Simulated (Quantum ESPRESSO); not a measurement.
# Dipole at the next field: H-GaN-H chair, 1 layer

Method. Quantum ESPRESSO 7.5, PBE, GBRV ultrasoft; sawtooth field along the normal with dipole correction, ions clamped, threshold 1e-9 Ry; cell area 8.993 Å².

```
field (V/Å)  dipole (e Å a cell)
          0             −0.16433
        0.1             −0.14728
        0.2             −0.13016
```

To predict: What is the dipole at 0.4 V/Å, and what electrostatic thickness 4πα/A follows from the rows?

**Fit.** The slope is (−0.13016 − (−0.16433))/0.2 = 0.1709 e Å²/V, so 4πα/A = 180.95 × 0.1709/8.993 = 3.44 Å. Linear response gives p = −0.16433 + 0.1709 × (0.4) = −0.09599 e Å; a parabola through the three rows gives −0.09571.

**Check.** p = −0.09577 e Å. The line misses by 0.3 % of the induced dipole and the parabola by 0.1 %. The response is linear over this range.

**Limits.** Electrons alone respond; local and semilocal functionals tend to overscreen.

[Logs are printed without paths, hosts, clocks, repeated set-up lines and the standing remarks that a program may print on its own settings, such as how far it seeks lower states.]
